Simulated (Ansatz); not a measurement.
## Ge2Sb2Te5 (P-3m1): a many-body input that goes wrong, and its mend

What is wrong with this input for Ge2Sb2Te5 (P-3m1)?

Method: G0W0 on PBE, plane waves, PAW; PAW set soft_1, in Ansatz 0.2.0.

## Step 1: The structure

It takes space group P-3m1 (No. 164, trigonal). Conventional cell: a = 4.294 Å, b = 4.294 Å, c = 17.101 Å, α = 90.00°, β = 90.00°, γ = 120.00°. Nearest to Ge lie 6 Te at 3.00 to 3.04 Å. Nearest to Sb lie 6 Te at 3.01 to 3.20 Å. Nearest to Te lie 6 Ge at 3.04 Å. Nearest to Te lie 3 Ge at 3.00 Å and 3 Sb at 3.20 Å. Nearest to Te lie 3 Sb at 3.01 Å. Farther neighbours and most contacts between anions are not listed.

The cell and positions are those that the Materials Project relaxed with its own functionals (PBE, PBE+U or r2SCAN), kept fixed. Spin-orbit coupling is left out unless a step names it.

## Step 2: First try

Contents of input.yaml:

```yaml
crystal:
  lattice:
    - [4.2940644248, 0.0, 0.0]
    - [-2.1470322124, 3.7187688774, 0.0]
    - [0.0, 0.0, 17.101346]
  atoms:
    - { symbol: Ge, position: [0.33333333, 0.66666667, 0.897105] }
    - { symbol: Ge, position: [0.66666667, 0.33333333, 0.102895] }
    - { symbol: Sb, position: [0.0, 0.0, 0.679932] }
    - { symbol: Sb, position: [0.0, 0.0, 0.320068] }
    - { symbol: Te, position: [0.0, 0.0, 0.0] }
    - { symbol: Te, position: [0.66666667, 0.33333333, 0.798458] }
    - { symbol: Te, position: [0.33333333, 0.66666667, 0.201542] }
    - { symbol: Te, position: [0.33333333, 0.66666667, 0.580108] }
    - { symbol: Te, position: [0.66666667, 0.33333333, 0.419892] }
kpoints:
  mp_grid: { grid: [6, 6, 1] }
hamiltonian:
  xc: pbe
  pseudopotentials: { kind: paw, azcp: { folder: soft_1 } }
scf:
  occupations: { method: fermi_dirac, width: 1.0 }
gw:
  n_empty_bands: 288
  ecut_chi: 60
  qp_bands: [v3, c3]
  qp_kpoints: band_edges
  screening: { model: contour_deformation }
```

Started as:

```sh
ansatz run input.yaml --threads 2 --pin off --max-ram 92160MiB --backend cuda --events-out ev --progress --plain --runs-dir out --devices 1 --max-vram 13GiB
```

Numbers of over 12 decimals in the logs are rounded to 6 here.

Log:

```text
band count auto-derived: 131 (N_el = 138.0; filled up to band 69; 83 by the electrons, moments and atoms)
GPUs: using 1 of 1 available (devices: 1).
Engine: ansatz 0.2.0, x86_64-unknown-linux-gnu
Pseudopotentials: kind: paw
Pseudopotential: Ge, paw, valence charge 14, recommended cutoff 420 eV (normal), soft_1/Ge.paw.azcp
Pseudopotential: Sb, paw, valence charge 15, recommended cutoff 420 eV (normal), soft_1/Sb.paw.azcp
Pseudopotential: Te, paw, valence charge 16, recommended cutoff 420 eV (normal), soft_1/Te.paw.azcp
Functional definition: PBE
  parameter kappa = 0.804
  parameter beta = 0.066725
  exchange = pbe_x(kappa = kappa, mu = beta*pi^2/3)
  correlation = pbe_c(beta = beta)
device memory: the entry about to start is reckoned to put 3.6 GiB on a device that reports 52.1 GiB free (of which the cap on the GPU budget leaves the run 13.0 GiB)
GPU FFT provider: cuFFT
GPU libraries: cuBLAS 13.8.2, cuFFT 12.4.0, cuSOLVER 12.3.4
Crystal: 9 atoms, lattice volume = 273.085 Å³
Basis set: ecut = 420 eV, 5295 PW (Γ)
Bands: 131, of which v1, the nominal top of the filled ones, is band 69 counted from 1 (68 counted from 0)
Symmetry: 12 space group operations
Space group: P-3m1 (ITA 164), of the structure as read, at distance tolerance 6.5e-5 Å
k-points: 7 of 36
Non-local potential: Ge, projectors of the file, l = 0: 2, l = 1: 2, l = 2: 3, l = 3: 1
Non-local potential: Sb, projectors of the file, l = 0: 2, l = 1: 2, l = 2: 2, l = 3: 1
Non-local potential: Te, projectors of the file, l = 0: 2, l = 1: 2, l = 2: 2, l = 3: 1
PAW form: soft (Blöchl's): semilocal exchange-correlation on the pseudo side does not see the compensation charge
PAW one-centre angular grid: Ge, 590 points (default); XC on 64 Gauss nodes
PAW one-centre angular grid: Sb, 590 points (default); XC on 64 Gauss nodes
PAW one-centre angular grid: Te, 590 points (default); XC on 64 Gauss nodes
Initial density: superposition of atomic densities (chi_scale 0.1, normalization cell, long waves kept (reshape's long-wave potential 0.31 eV rms))
Initial wavefunctions: pseudopotential atomic-orbital guess
GPU buffer pool allocated for 108000 grid points (all kernels)
GPU transforms: local potential and band sums: pruned to the plane-wave sphere, on 30×30×120
Functional: x = pbe(κ = 0.804, μ = 0.219515), c = pbe(β = 0.066725)
SCF iter   1: F=—  HF=-56468.052345 eV  |F-HF|=—  |Δ(HF+E_count)|=         —  Δρ=1.48e-2  dr2=1.55e1  ethr=3.10e-3  ⟨swp⟩=12.0  Hψ=5961  notcnv=0
preconditioner: auto → Kerker (q_TF=auto, 2.435 Å⁻¹)  [metal: Δε(μ)=0.214 eV  Ē_g=15.252 eV  σ=1.000 eV  W_gap=0.05  n_scr=66 (ndim 8)  ℏωp=15.6 eV  f_vac=0.005  D(μ)=4.95/eV (n_scr^D=26)]
SCF iter   2: F=—  HF=-56467.713477 eV  |F-HF|=—  |Δ(HF+E_count)|=   3.39e-1  Δρ=9.18e-3  dr2=6.68e0  ethr=3.10e-3  ⟨swp⟩=1.7  Hψ=1098  notcnv=0
SCF iter   3: F=—  HF=-56467.490681 eV  |F-HF|=—  |Δ(HF+E_count)|=   2.23e-1  Δρ=3.31e-3  dr2=2.93e-1  ethr=3.10e-3  ⟨swp⟩=2.0  Hψ=1025  notcnv=0
SCF iter   4: F=—  HF=-56467.455699 eV  |F-HF|=—  |Δ(HF+E_count)|=   3.50e-2  Δρ=2.03e-3  dr2=7.15e-2  ethr=2.13e-4  ⟨swp⟩=2.0  Hψ=1442  notcnv=0
SCF iter   5: F=—  HF=-56467.450994 eV  |F-HF|=—  |Δ(HF+E_count)|=   4.70e-3  Δρ=8.54e-4  dr2=1.16e-2  ethr=5.18e-5  ⟨swp⟩=1.6  Hψ=953  notcnv=0
SCF iter   6: F=—  HF=-56467.450539 eV  |F-HF|=—  |Δ(HF+E_count)|=   4.55e-4  Δρ=3.74e-4  dr2=2.34e-3  ethr=8.39e-6  ⟨swp⟩=2.4  Hψ=1427  notcnv=0
SCF iter   7: F=—  HF=-56467.450709 eV  |F-HF|=—  |Δ(HF+E_count)|=   1.70e-4  Δρ=1.55e-4  dr2=2.46e-4  ethr=1.70e-6  ⟨swp⟩=2.0  Hψ=1164  notcnv=0
SCF iter   8: F=—  HF=-56467.450822 eV  |F-HF|=—  |Δ(HF+E_count)|=   1.13e-4  Δρ=5.69e-5  dr2=2.02e-5  ethr=1.78e-7  ⟨swp⟩=2.0  Hψ=1314  notcnv=0
SCF iter   9: F=—  HF=-56467.450838 eV  |F-HF|=—  |Δ(HF+E_count)|=   1.58e-5  Δρ=1.97e-5  dr2=3.58e-6  ethr=1.46e-8  ⟨swp⟩=2.3  Hψ=1301  notcnv=0
SCF iter  10: F=—  HF=-56467.450839 eV  |F-HF|=—  |Δ(HF+E_count)|=   1.07e-6  Δρ=8.99e-6  dr2=9.98e-7  ethr=2.59e-9  ⟨swp⟩=2.0  Hψ=1549  notcnv=0
SCF iter  11: F=—  HF=-56467.450839 eV  |F-HF|=—  |Δ(HF+E_count)|=   6.80e-8  Δρ=4.94e-6  dr2=1.74e-7  ethr=7.23e-10  ⟨swp⟩=2.4  Hψ=1434  notcnv=0
SCF iter  12: F=-56467.450839 eV  HF=-56467.450839 eV  |F-HF|=2.27e-9  |Δ(HF+E_count)|=   7.04e-8  Δρ=1.40e-6  dr2=1.25e-8  ethr=7.25e-11  ⟨swp⟩=11.3  Hψ=3723  notcnv=0
SCF 1 converged in 12 iterations: F = -56467.450839 eV  dr2 = 1.25e-8
[...]
device memory: the entry about to start is reckoned to put 4.3 GiB (of the 4.4 GiB reckoned in all, the device holds 0.1 GiB already) on a device that reports 50.2 GiB free (of which the cap on the GPU budget leaves the run 12.9 GiB)
NSCF: frozen V_eff on 7 k-points
[...]
device memory: the entry about to start is reckoned to put 3.4 GiB on a device that reports 53.1 GiB free (of which the cap on the GPU budget leaves the run 13.0 GiB)
NSCF: frozen V_eff on 7 k-points
SCF converged after 12 iterations
Free energy (F): -56467.450839 eV
Harris-Foulkes:  -56467.450839 eV  (|F-HF|=2.27e-9)
Internal energy: -56450.821587 eV  (E = F + TS)
E sigma→0 (E₀):  -56459.136213 eV
Entropy (-TS):   -16.629252 eV (-1847.695 meV/atom)
Fermi energy:    9.210248 eV
--- Per-component energies (eV) ---
  E_band       = -1924.940373
  E_kinetic    = 1370.252245
  E_local      = -15941.184311  (includes V_loc(G=0)·N_el)
  E_nonlocal   = 1530.046539
  E_hartree    = 7587.584463
  E_xc         = -952.683440
  E_vxc        = -819.395862  (∫ρ·V_xc dr)
  E_paw        = -36449.203625  (= ΣΔE_a)
  E_vpaw       = -3239.821478  (= ΣTr[D̂ρ^β])
  E_aug_tail   = 0.000745  (compensation charges beyond the density's cutoff)
  E_ewald      = -13595.634202
  E_smearing   = -16.629252  (= −TS)
  E_closure    = 0.000000  (closes the sum)
  Σ components = -56467.450839   (vs F -56467.450839, Δ=0.00e0)
--- Band table (eV; the first three rows and the last of 7) ---
  k-point 0: bands = [... 65 lower, 7.8306, 8.0979, 8.3151, 9.2350, 9.5468, 9.5842, 9.5842, 10.2286, ... 58 higher]
  k-point 1: bands = [... 65 lower, 7.8979, 8.0084, 8.4607, 8.9529, 9.8387, 9.9053, 10.4146, 10.4869, ... 58 higher]
  k-point 2: bands = [... 65 lower, 7.2795, 7.7138, 8.0380, 8.4142, 10.1400, 10.1790, 10.5867, 10.7836, ... 58 higher]
  k-point 6: bands = [... 65 lower, 6.8777, 8.3460, 8.3460, 8.4690, 9.9941, 9.9941, 10.2368, 11.9291, ... 58 higher]
```

It took 13 s on 1 × NVIDIA H100 80GB HBM3 (shared by 6 runs) with 2 threads of AMD EPYC 7R13 (Zen 3), shared host; peak memory 1.2 GiB.

Q: What is the fault?

The self-consistent loop converged; the step after it was not made.

The fault: smeared occupations of electronvolts. A wide smearing fills conduction states and empties valence ones, so the start is no longer the insulator.

## Step 3: A better input

Now the one-shot GW correction: screening in the RPA, then the self-energy of the levels asked for. This step takes PAW set soft_1 files.

Changes to input.yaml since step 2:

```diff
@@ -16,3 +16,3 @@
 kpoints:
-  mp_grid: { grid: [6, 6, 1] }
+  mp_grid: { grid: [6, 6, 2] }
 hamiltonian:
@@ -21,6 +21,6 @@
 scf:
-  occupations: { method: fermi_dirac, width: 1.0 }
+  occupations: { method: fixed }
 gw:
-  n_empty_bands: 288
-  ecut_chi: 60
+  n_empty_bands: 1027
+  ecut_chi: 140.0
   qp_bands: [v3, c3]
```

Log:

```text
GPUs: using 1 of 1 available (devices: 1).
[...]
GPU FFT provider: cuFFT
GPU libraries: cuBLAS 13.8.2, cuFFT 12.4.0, cuSOLVER 12.3.4
Crystal: 9 atoms, lattice volume = 273.085 Å³
Basis set: ecut = 420 eV, 5295 PW (Γ)
Bands: 83, of which v1, the nominal top of the filled ones, is band 69 counted from 1 (68 counted from 0)
Symmetry: 12 space group operations
[...]
k-points: 14 of 72
[...]
GPU buffer pool allocated for 108000 grid points (all kernels)
[...]
SCF iter   1: F=—  HF=-56460.918290 eV  |F-HF|=—  |Δ(HF+E_count)|=         —  Δρ=1.54e-2  dr2=1.06e1  ethr=3.10e-3  ⟨swp⟩=4.9  Hψ=3724  notcnv=0  defer=161
[...]
SCF iter  11: F=-56460.338296 eV  HF=-56460.338296 eV  |F-HF|=1.06e-8  |Δ(HF+E_count)|=   1.42e-7  Δρ=1.45e-6  dr2=1.17e-8  ethr=7.25e-11  ⟨swp⟩=13.1  Hψ=5522  notcnv=0
SCF 1 converged in 11 iterations: F = -56460.338296 eV  dr2 = 1.17e-8
[...]
0    70      9.5072    -9.7389    -2.9662   -12.5174  0.7424     9.3209     9.3195  root
     0    71      9.5072    -9.7389    -2.9662   -12.5174  0.7424     9.3209     9.3195  root
     0    72      9.5544    -9.5551    -3.2277   -12.6261  0.7520     9.3986     9.3976  root
     1    67      7.8852   -15.0685     1.0827   -13.5966  0.7241     7.5005     7.4961  root
     1    68      8.5331   -13.9138    -0.2066   -13.8720  0.7441     8.2741     8.2847  root ?
     1    69      9.0949   -13.8519    -0.4165   -14.0077  0.7442     8.8179     8.8342  root ?
     1    70      9.7323    -9.7412    -3.0576   -12.6099  0.7400     9.5447     9.5434  root
     1    71      9.7323    -9.7412    -3.0576   -12.6099  0.7400     9.5447     9.5434  root
[...]
12    69      8.5669   -15.0142     0.4688   -14.1933  0.7379     8.2196     8.2147  root
    12    70      9.9334    -9.4940    -3.3140   -12.6518  0.7428     9.7782     9.7772  root
    12    71      9.9334    -9.4940    -3.3140   -12.6518  0.7428     9.7782     9.7772  root
    12    72     10.1760    -9.5262    -3.3875   -12.7622  0.7392    10.0256    10.0245  root
[key lines of the parts left out:]
SCF converged after 11 iterations
Free energy (F): -56460.338296 eV
Fermi energy:    9.232359 eV
```

It took 5.6 min on 1 × NVIDIA H100 80GB HBM3 (shared by 6 runs) with 2 threads; peak memory 5.3 GiB; 9.1 min of CPU time.

Numbers from this step:

- bands summed: 1096
- RPA ε∞ on this mesh (eigenvalues): 55.05, 134.1, 134.1
- plane waves in the screening matrix: 999
- q-points in the mesh: 72
- G0W0 gap on the mesh: 0.3756 eV
- k of the valence top: 0, 0, 0
- k of the conduction bottom: 0, 0, 0
- starting gap on the mesh: 0.2749 eV
- Z at the valence top: 0.7433
- Z at the conduction bottom: 0.7424
- least direct G0W0 gap on the computed points: 0.3756 eV

The gap on the mesh goes from 0.27 eV to 0.38 eV, a correction of +0.10 eV. The program marks an edge row as in doubt. Between the two edge states, bare exchange in place of the xc potential would open the gap by 2.77 eV, and correlation takes back 2.67 eV.

## Step 4: Outcome

```yaml
first_try: the many-body step was refused after 13 s
better_run: G0W0 gap on the mesh 0.38 eV (6×6×2 mesh, 1027 empty bands, screening to 140 eV, PAW set soft_1 files)
```

What this shows: The second run differs in: mesh, empty bands, screening cutoff (eV) and smearing (eV). Bands and cutoff are finite, so the gap is not at the basis limit. The miss can reach some tenths of an eV and take either sign; the mesh is an error of its own. The 6×6×2 mesh is coarse for this cell (its supercell is 26 Å along the shortest edge). The RPA ε∞ on it, from the PBE start, is 55.05 and 134.09; such meshes misread the long-range screening, most where the gap is narrow. With atoms this heavy and so narrow a gap, spin-orbit coupling can invert the bands. These scalar-relativistic gaps are then model values, not to be set against experiment, and a spin-orbit change taken from DFT can't simply be added. On this mesh the RPA ε∞ passes 90, more than nearly any semiconductor shows; a coarse mesh does this where one point with a narrow direct gap carries much weight. The screening is then too strong, and the G0W0 gap should not be taken as the material's. The program marks a band-edge row as in doubt, so the gap is less sure than its digits.

[Paths, hosts, dates, memory and timing lines, banners, echoed tables and standing remarks are left out of the program output.]

[Logs are printed without paths, hosts, clocks, repeated set-up lines and the standing remarks that a program may print on its own settings, such as how far it seeks lower states.]

[Runs of the session that timed out or met a known fault of the program may be left out.]

[Cells called generated may have been cut or substituted from an entry of the Crystallography Open Database or the Materials Project.]

[Hosts, paths, dates, database ids (printed as entryN), source tags and the programs' standing remarks are cut or masked in the printed files.]
